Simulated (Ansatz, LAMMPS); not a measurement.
**A faulty run on liquid Al at 1400 K (138 atoms)**

Program: Ansatz 0.2.0. The cell: 138 Al.

input.yaml reads:

```yaml
crystal:
  lattice:
    - [13.95733, 0.0, 0.0]
    - [0.0, 13.95733, 0.0]
    - [0.0, 0.0, 13.95733]
  atoms:
    - { symbol: Al, position: [0.82618, 0.4796, 0.18283] }
    - { symbol: Al, position: [0.56881, 0.56476, 0.36884] }
    - { symbol: Al, position: [0.97686, 0.01835, 0.41734] }
    - { symbol: Al, position: [0.60604, 0.4718, 0.74888] }
    - { symbol: Al, position: [0.75496, 0.56353, 0.66786] }
    - { symbol: Al, position: [0.8506, 0.75086, 0.28908] }
    - { symbol: Al, position: [0.82514, 0.39789, 0.01665] }
    - { symbol: Al, position: [0.85655, 0.98119, 0.65592] }
    - { symbol: Al, position: [0.31236, 0.68349, 0.54863] }
    - { symbol: Al, position: [0.63545, 0.20428, 0.51335] }
    - { symbol: Al, position: [0.09251, 0.61195, 0.9576] }
    - { symbol: Al, position: [0.6269, 0.8481, 0.54183] }
    - { symbol: Al, position: [0.28899, 0.2607, 0.01142] }
    - { symbol: Al, position: [0.716, 0.41593, 0.36486] }
    - { symbol: Al, position: [0.98177, 0.81926, 0.52823] }
    - { symbol: Al, position: [0.5424, 0.22659, 0.84339] }
    - { symbol: Al, position: [0.97844, 0.76607, 0.93242] }
    - { symbol: Al, position: [0.93349, 0.66612, 0.78016] }
    [... 114 atom lines left out ...]
    - { symbol: Al, position: [0.7694, 0.35709, 0.62822] }
    - { symbol: Al, position: [0.6293, 0.46675, 0.54028] }
    - { symbol: Al, position: [0.11981, 0.00017, 0.2202] }
    - { symbol: Al, position: [0.97122, 0.83774, 0.17059] }
    - { symbol: Al, position: [0.14368, 0.15184, 0.47248] }
    - { symbol: Al, position: [0.374, 0.77882, 0.35313] }
kpoints:
  mp_grid: { grid: [1, 1, 1] }
hamiltonian:
  XC: pbe
scf:
  occupations: { method: methfessel_paxton, width: 0.15 }
  max_iter: 100
output:
  forces: true
```

On the command line:

```sh
$ ansatz run input.yaml --threads 4 --pin off --max-ram 8192MiB --backend cpu --events-out ev --progress --plain --runs-dir out
```

What it wrote:

```text
Error: YAML parse error: error: line 148 column 3: unknown field `XC`, expected one of xc, dispersion, noncollinear_xc, pseudopotentials, hubbard, deformation_potential_offset, integrals
   --> <input>:148:3
    |
146 |   mp_grid: { grid: [1, 1, 1] }
147 | hamiltonian:
148 |   XC: pbe
    |   ^ unknown field `XC`, expected one of xc, dispersion, noncollinear_xc, pseudopotentials, hubbard, deformation_potential_offset, integrals
149 | scf:
150 |   occupations: { method: methfessel_paxton, width: 0.15 }
    |
```

The job ended after 0.09 s (4 threads of AMD EPYC 7R43, shared host; peak memory 0.026 GiB).

**Question.** What is wrong with this input, and how is it mended?

A misspelt key: hamiltonian.xc = "XC".

The fix is to spell the key as the program knows it.

The program refused it before any cycle.

[Logs are printed without paths, hosts, clocks, repeated set-up lines and the standing remarks that a program may print on its own settings, such as how far it seeks lower states.]

[Hosts, paths, dates, database ids (printed as entryN), source tags and the programs' standing remarks are cut or masked in the printed files.]
